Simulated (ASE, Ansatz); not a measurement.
**Relaxing twisted Ti2CO2 MXene bilayer, 87.80° (130 atoms)**

Aim: bring twisted Ti2CO2 MXene bilayer, 87.80° (130 atoms) to a nearby minimum of the energy and see what moves.

Program: Ansatz 0.2.0. Level of theory: Kohn-Sham DFT, PBE+D4, PAW (set soft_2), plane waves. Results are calculated unless marked as measured.

### Step 1. The starting structure

The cell holds 130 atoms: 26 C, 52 Ti and 52 O. Cell: a = 10.925 Å, b = 10.925 Å, c = 25.740 Å, α = 90.0°, β = 90.0°, γ = 120.0°. It derives from Ti2CO2 (Ti2CO2 MXene). Ti2CO2 MXene (a = 3.03 Å) under Ti2CO2 MXene (a = 3.03 Å), bilayer, commensurate cell of 13 unit cells a layer, twist 87.80 deg; facing planes 2.86 Å apart; 14 Å of vacuum; layers as built, displaced by a Gaussian of 0.01 Å. Regions: layer 1, 65 atoms (13 C, 26 Ti and 26 O); layer 2, 65 atoms (13 C, 26 Ti and 26 O). Vacuum lies along c.

Limits known from the start: The main run has no spin polarisation, so moments on Ti can't form in it, and no Hubbard term.

### Step 2. Single point at the start

A single point comes first, to see the forces before anything moves.

Input file input.yaml:

```yaml
crystal:
  lattice:
    - [10.9248, 0.0, 0.0]
    - [-5.4624, 9.46115, 0.0]
    - [0.0, 0.0, 25.74]
  atoms:
    - { symbol: C, position: [0.99929, 0.99989, 0.35809] }
    - { symbol: Ti, position: [0.12853, 0.17875, 0.40965] }
    - { symbol: Ti, position: [0.18061, 0.05218, 0.3066] }
    - { symbol: O, position: [0.1792, 0.05382, 0.44484] }
    [... 120 atom lines left out ...]
    - { symbol: O, position: [0.11864, 0.62055, 0.5551] }
    - { symbol: C, position: [0.01394, 0.25931, 0.64167] }
    - { symbol: Ti, position: [0.19327, 0.38825, 0.69302] }
    - { symbol: Ti, position: [0.14134, 0.20747, 0.59117] }
    - { symbol: O, position: [0.14179, 0.2074, 0.72746] }
    - { symbol: O, position: [0.19317, 0.38814, 0.55441] }
kpoints:
  mp_grid: { grid: [2, 2, 1] }
hamiltonian:
  xc: pbe
  dispersion: d4
scf:
  occupations: { method: gaussian, width: 0.025 }
output:
  forces: true
  populations: true
  dos:
    method: { smearing: { sigma: 0.15 } }
    de: 0.1
    projected:
      site_lists:
        C: [C]
        O: [O]
        Ti: [Ti]
        layer_1: [0, 1, 2, 3, 4, 5, 6, 7, 8, 9, 10, 11, 12, 13, 14, 15, 16, 17, 18, 19, 20, 21, 22, 23, 24, 25, 26, 27, 28, 29, 30, 31, 32, 33, 34, 35, 36, 37, 38, 39, 40, 41, 42, 43, 44, 45, 46, 47, 48, 49, 50, 51, 52, 53, 54, 55, 56, 57, 58, 59, 60, 61, 62, 63, 64]
        layer_2: [65, 66, 67, 68, 69, 70, 71, 72, 73, 74, 75, 76, 77, 78, 79, 80, 81, 82, 83, 84, 85, 86, 87, 88, 89, 90, 91, 92, 93, 94, 95, 96, 97, 98, 99, 100, 101, 102, 103, 104, 105, 106, 107, 108, 109, 110, 111, 112, 113, 114, 115, 116, 117, 118, 119, 120, 121, 122, 123, 124, 125, 126, 127, 128, 129]
  eigenvalues: true
```

Command:

```sh
> ansatz run input.yaml --threads 32 --pin off --max-ram 143360MiB --backend cuda --events-out ev --progress --plain --runs-dir out
```

Elapsed: 5 s, on 1 × NVIDIA GB200 with 32 threads of Arm Neoverse V2, shared host; peak memory 4.4 GiB; 25 s of CPU time.

That memory is the host's; the program planned up to 36.4 GiB on the GPU. Forces of this run were stored rounded, and per-atom blocks of the log weren't kept.

Numbers from this run:

```yaml
free_energy: -166174.7390 eV
free_energy_per_atom: -1278.2672 eV/atom
scf_cycles: 14
r_m_s_force_component: 0.1799 eV/Å
longest_force: 0.6703 eV/Å
fermi_energy: 3.575 eV
spacing_of_highest_filled_and_lowest_empty_level: 0.2782 eV
spilling_of_the_projection: 0.003491
```

The r.m.s. force component of 0.18 eV/Å sets the starting point.

Length of the force by element:

```csv
element,coordination,atoms,mean length of the force (eV/Å),spread,least,most
C,all,26,0.295,0.117,0.0426,0.592
O,all,52,0.293,0.132,0.0307,0.670
Ti,all,52,0.274,0.119,0.0483,0.643
```

### Step 3. Relaxation

With the cell held, the atoms are moved downhill towards a nearby minimum.

input.yaml, the sections that differ from step 2:

```yaml
output:
  forces: true
relax:
  f_tol: 0.05
  max_steps: 189
# crystal, kpoints, hamiltonian, scf: as in step 2
```

It took 8.2 s on 1 × NVIDIA GB200 with 32 threads; peak memory 1.9 GiB; 52 s of CPU time.

That memory is the host's; the program planned up to 34.6 GiB on the GPU.

The steps of the relaxation:

```csv
step,energy less that of the first step (eV),largest force component (eV/Å)
1,0.0000,0.6679
2,-0.3008,0.3372
3,-0.3996,0.1228
4,-0.4078,0.0071
```

The atoms that moved most (Å):

```csv
atom,dx,dy,dz,length
O124,0.016,-0.005,-0.074,0.076
O10,0.010,0.001,0.067,0.068
O45,0.014,-0.009,0.064,0.066
O25,-0.021,0.015,0.061,0.066
Ti112,-0.004,0.013,-0.063,0.064
Ti3,-0.008,-0.008,0.063,0.064
Ti13,0.005,0.011,0.062,0.063
Ti18,-0.003,-0.013,0.061,0.062
```

The relaxation changed the energy by -3.14 meV/atom, and atoms moved by 0.041 Å r.m.s., 0.076 Å at most.

### Step 4. Structure statistics after relaxation

Bonds before and after, by the cutoffs listed below:

```csv
pair,bonds before,bonds after,mean before (Å),mean after (Å),spread before (Å),spread after (Å)
O-Ti,156,156,1.972,1.967,0.014,0.002
Ti-C,156,156,2.186,2.179,0.014,0.002
```

Normalised to the volume that the atoms fill. Pair distribution functions g(r), in bins of 0.2 Å:

```csv
r (Å),total,O-O,O-Ti,O-C,Ti-Ti,Ti-C,C-C
1.90,2.65,0.00,8.30,0.00,0.00,0.00,0.00
2.10,2.19,0.00,0.00,0.00,0.00,13.65,0.00
2.30,0.00,0.00,0.00,0.00,0.00,0.00,0.00
2.50,0.00,0.00,0.00,0.00,0.00,0.00,0.00
2.70,0.00,0.00,0.00,0.00,0.00,0.00,0.00
2.90,1.34,0.24,0.00,8.10,0.00,0.00,0.00
3.10,3.41,7.37,0.00,0.00,10.36,0.00,14.15
3.30,0.03,0.19,0.00,0.00,0.00,0.00,0.00
3.50,0.33,0.28,0.89,0.00,0.00,0.00,0.00
3.70,1.60,0.24,2.55,0.00,0.00,4.66,0.00
3.90,0.10,0.24,0.19,0.00,0.00,0.00,0.00
4.10,0.70,0.15,0.23,3.80,0.00,0.00,0.00
4.30,0.36,0.20,0.18,0.00,1.69,0.00,0.00
4.50,0.10,0.24,0.18,0.00,0.00,0.00,0.00
4.70,2.23,1.60,6.12,0.00,0.15,0.00,0.00
4.90,1.00,0.19,0.18,0.00,0.16,5.55,0.00
5.10,0.94,0.13,0.17,5.21,0.19,0.00,0.00
5.30,1.47,2.54,0.15,0.32,4.81,0.00,4.74
5.50,0.15,0.15,0.16,0.32,0.16,0.00,0.00
5.70,0.30,1.21,0.14,0.28,0.12,0.00,0.00
5.90,0.15,0.13,0.14,0.29,0.17,0.10,0.00
6.10,0.88,1.86,0.16,0.30,1.90,0.26,3.50
6.30,1.47,1.75,3.38,0.22,0.10,0.30,0.00
6.50,0.71,0.10,0.24,0.30,0.15,3.38,0.00
6.70,0.68,0.18,0.27,3.14,0.13,0.26,0.00
6.90,0.79,0.09,1.42,0.26,1.49,0.25,0.00
7.10,0.66,0.13,1.05,0.24,0.13,1.54,0.00
7.30,0.46,0.33,0.24,1.42,0.33,0.21,0.37
```

Bonds by pair of elements; cutoffs follow the first minimum of g(r), held within bounds set by covalent radii, and pairs that aren't listed don't count as bonded (cutoffs were set anew for this text, so counts can differ from the run's own analysis):

```csv
pair A-B,cutoff (Å),bonds,mean length (Å),spread (Å),shortest (Å),B about A,A about B
O-Ti,2.38,156,1.97,0.002,1.96,3,3
Ti-C,2.58,156,2.18,0.002,2.18,3,6
```

How many atoms have how many bonded neighbours:

```csv
element,mean,3,6
C,6,0,26
O,3,52,0
Ti,6,0,52
```

Bond angles, per cent of each kind in bins of 5°:

```csv
angle (°),C-Ti-O,Ti-C-Ti,Ti-O-Ti,C-Ti-C,O-Ti-O
80–85,2.1,0.0,0.0,0.0,0.0
85–90,64.5,40.0,0.0,100.0,0.0
90–95,0.0,40.0,0.0,0.0,0.0
95–100,0.0,0.0,0.0,0.0,0.0
100–105,0.0,0.0,100.0,0.0,100.0
105–110,0.0,0.0,0.0,0.0,0.0
110–115,0.0,0.0,0.0,0.0,0.0
115–120,0.0,0.0,0.0,0.0,0.0
120–125,0.0,0.0,0.0,0.0,0.0
125–130,0.0,0.0,0.0,0.0,0.0
130–135,0.0,0.0,0.0,0.0,0.0
135–140,0.0,0.0,0.0,0.0,0.0
140–145,0.0,0.0,0.0,0.0,0.0
145–150,0.0,0.0,0.0,0.0,0.0
150–155,0.0,0.0,0.0,0.0,0.0
155–160,0.0,0.0,0.0,0.0,0.0
160–165,0.0,0.0,0.0,0.0,0.0
165–170,0.0,0.0,0.0,0.0,0.0
170–175,33.3,0.0,0.0,0.0,0.0
175–180,0.0,20.0,0.0,0.0,0.0
```

Bond angles (no mean is given where the spread exceeds 20°):

```csv
angle,count,mean (°),spread (°)
C-Ti-O,468,-,-
Ti-C-Ti,390,-,-
Ti-O-Ti,156,101,0.1
C-Ti-C,156,88.1,0.1
O-Ti-O,156,101,0.1
```

By these cutoffs all C atoms have 6, all O atoms have 3 and all Ti atoms have 6 bonded neighbours.

### Step 5. Single point at the relaxed geometry

One more single point at the end of the walk gives the fuller output and checks the residual forces.

Input file input.yaml:

```yaml
crystal:
  lattice:
    - [10.9248, 0.0, 0.0]
    - [-5.4624, 9.46115, 0.0]
    - [0.0, 0.0, 25.74]
  atoms:
    - { symbol: C, position: [0.99989, 0.0001, 0.35951] }
    - { symbol: Ti, position: [0.1282, 0.17959, 0.4098] }
    - { symbol: Ti, position: [0.17946, 0.05136, 0.30903] }
    - { symbol: O, position: [0.17924, 0.05122, 0.44488] }
    [... 120 atom lines left out ...]
    - { symbol: O, position: [0.11688, 0.61881, 0.55499] }
    - { symbol: C, position: [0.01418, 0.25979, 0.64043] }
    - { symbol: Ti, position: [0.1937, 0.38798, 0.69094] }
    - { symbol: Ti, position: [0.14249, 0.20852, 0.59015] }
    - { symbol: O, position: [0.14239, 0.20851, 0.72589] }
    - { symbol: O, position: [0.19349, 0.38812, 0.55512] }
kpoints:
  mp_grid: { grid: [2, 2, 1] }
hamiltonian:
  xc: pbe
  dispersion: d4
scf:
  occupations: { method: gaussian, width: 0.025 }
output:
  forces: true
  populations: true
  dos:
    method: { smearing: { sigma: 0.1 } }
    de: 0.1
    projected:
      site_lists:
        C: [C]
        O: [O]
        Ti: [Ti]
        layer_1: [0, 1, 2, 3, 4, 5, 6, 7, 8, 9, 10, 11, 12, 13, 14, 15, 16, 17, 18, 19, 20, 21, 22, 23, 24, 25, 26, 27, 28, 29, 30, 31, 32, 33, 34, 35, 36, 37, 38, 39, 40, 41, 42, 43, 44, 45, 46, 47, 48, 49, 50, 51, 52, 53, 54, 55, 56, 57, 58, 59, 60, 61, 62, 63, 64]
        layer_2: [65, 66, 67, 68, 69, 70, 71, 72, 73, 74, 75, 76, 77, 78, 79, 80, 81, 82, 83, 84, 85, 86, 87, 88, 89, 90, 91, 92, 93, 94, 95, 96, 97, 98, 99, 100, 101, 102, 103, 104, 105, 106, 107, 108, 109, 110, 111, 112, 113, 114, 115, 116, 117, 118, 119, 120, 121, 122, 123, 124, 125, 126, 127, 128, 129]
  eigenvalues: true
  write_density: true
  write_potential: true
  volumetric_format: npy
  elf: true
```

Run time: 5.2 s. Hardware: 1 × NVIDIA GB200 with 32 threads; peak memory 4.4 GiB.

That memory is the host's; the program planned up to 36.4 GiB on the GPU.

The program notes that the exchange-correlation potential is rough where the density is thin.

Numbers from this run:

```
free energy                                      : -166175.1468 eV
free energy per atom                             : -1278.2704 eV/atom
SCF cycles                                       : 13
r.m.s. force component                           : 0.00251 eV/Å
longest force                                    : 0.00774 eV/Å
Fermi energy                                     : 3.583 eV
gap (highest filled to lowest empty level) : 0.3619 eV
potential in mid-vacuum, over the Fermi level    : 5.6 eV
potential 4.5 Å over the upper face              : 5.602 eV
potential 4.5 Å under the lower face             : 5.6 eV
spilling of the projection                       : 0.003462
```

Löwdin charges by element (they lack the spilled electrons, 0.028 e an atom on average):

```csv
element,coordination,atoms,mean charge (e),spread,least,most
C,all,26,-0.904,4.0e-4,-0.905,-0.903
O,all,52,-0.606,0.0016,-0.608,-0.602
Ti,all,52,1.13,0.0035,1.12,1.13
```

By region:

```csv
region,atoms,mean length of the force (eV/Å)
layer 1,65,0.004
layer 2,65,0.004
```

Density of states as counts of states in windows of 1 eV (from the Fermi level), total and some projections:

```csv
from (eV),to (eV),total,layer 1,Ti d,O p,C p,C s
-18,-12,0.0,0.0,0.0,0.0,0.0,0.0
-12,-11,6.7,3.3,0.3,0.2,0.1,3.8
-11,-10,32.0,15.9,5.3,0.6,0.5,19.4
-10,-9,13.3,6.6,3.1,0.1,0.0,9.3
-9,-7,0.0,0.0,0.0,0.0,0.0,0.0
-7,-6,22.6,11.3,5.5,11.2,3.3,0.2
-6,-5,117.4,58.4,29.4,72.3,9.0,0.6
-5,-4,169.1,84.0,34.2,115.1,12.2,1.7
-4,-3,38.2,19.0,11.6,14.4,10.7,0.2
-3,-2,63.9,31.6,17.0,18.8,25.6,0.2
-2,-1,52.0,25.8,15.4,12.4,22.4,0.2
-1,0,4.7,2.3,0.8,1.6,2.2,0.0
0,1,52.6,26.0,41.8,7.9,1.7,0.4
1,2,117.7,58.4,104.3,7.3,3.8,0.1
```

Between -26 and -18 eV lie 104 more states.

The stored curve holds about 624 of the 1040 electrons; the rest, give or take the few that broadening carries across the Fermi level, lie in deeper levels below its range.

Not all projections were asked for or kept, so they needn't add up to the total.

The levels nearest the highest filled one (over half full), pooled over k-points and spins:

```csv
level less the highest filled one (eV),occupation
-0.797,2
-0.797,2
-8.0e-4,2
-6.0e-4,2
-1.0e-4,2
0,2
0.362,0
0.362,0
0.362,0
0.363,0
0.363,0
0.363,0
```

Planar average of the electrostatic potential energy along the normal, with the Fermi level as zero, after a running mean with a triangular window 4 Å wide at its base:

```csv
height (Å),potential energy (eV)
0.0,5.60
0.7,5.60
1.4,5.60
2.1,5.60
2.9,5.60
3.7,5.59
4.4,5.52
5.1,4.72
5.9,2.13
6.6,-2.26
7.3,-6.71
8.0,-9.05
8.7,-9.32
9.4,-9.27
10.3,-9.29
11.0,-7.68
11.7,-3.77
12.4,-0.03
13.2,0.36
13.9,-2.89
14.6,-7.05
15.3,-9.15
16.2,-9.28
16.9,-9.29
17.6,-9.23
18.3,-7.39
19.0,-3.22
19.7,1.38
20.4,4.37
21.2,5.46
21.9,5.59
22.7,5.60
23.5,5.60
24.2,5.60
24.9,5.60
25.6,5.60
```

Mean Löwdin charges: C -0.90, O -0.61, Ti +1.13 e (they miss 0.35 % of the electrons, so they add up to more than the cell's charge). Just under the Fermi level the largest share is C p (54 % of the projected weight), just over it Ti d (73 % of the projected weight). The potential stands 5.78 eV above the highest filled level over the upper face and 5.78 eV under the lower one, a reading of the ionisation potential at this level on the run's k-points.

### Step 6. Summary of results

| Quantity | Value |
| --- | --- |
| energy change in the relaxation | -3.137 meV/atom |
| r.m.s. displacement | 0.041 Å |
| largest displacement | 0.076 Å |
| free energy per atom | -1278.2704 eV/atom |
| r.m.s. force component | 0.00251 eV/Å |
| gap (highest filled to lowest empty level) | 0.3619 eV |
| potential in mid-vacuum, over the Fermi level | 5.6 eV |
| wall time of the 3 DFT runs | 18 s |

**Reading.** Relaxation lowers the energy by 3.14 meV/atom and moves atoms by 0.041 Å r.m.s.; the r.m.s. force component goes from 0.18 to 0.0025 eV/Å, and the gap from 0.278 to 0.362 eV. By the final cutoffs no bond was broken or made. First to last step the energy falls by 0.408 eV; the largest move, 0.08 Å, is that of O124. The Ti-C bonds change most in mean length: from 2.186 Å (spread 0.014) to 2.179 Å (spread 0.002). Counting bonds as in the table, all C atoms have 6, all O atoms have 3 and all Ti atoms have 6 bonded neighbours. The highest filled and lowest empty levels differ by 0.362 eV on the run's k-points; the mesh holds the band edges only if they fold onto it, so the gap at this level can be narrower or closed, while semilocal functionals tend to narrow gaps against experiment. The potential stands 5.78 eV above the highest filled level over the upper face and 5.78 eV under the lower one, a reading of the ionisation potential at this level on the run's k-points.

[Logs are printed without paths, hosts, clocks, repeated set-up lines and the standing remarks that a program may print on its own settings, such as how far it seeks lower states.]

[Hosts, paths, dates, database ids (printed as entryN), source tags and the programs' standing remarks are cut or masked in the printed files.]
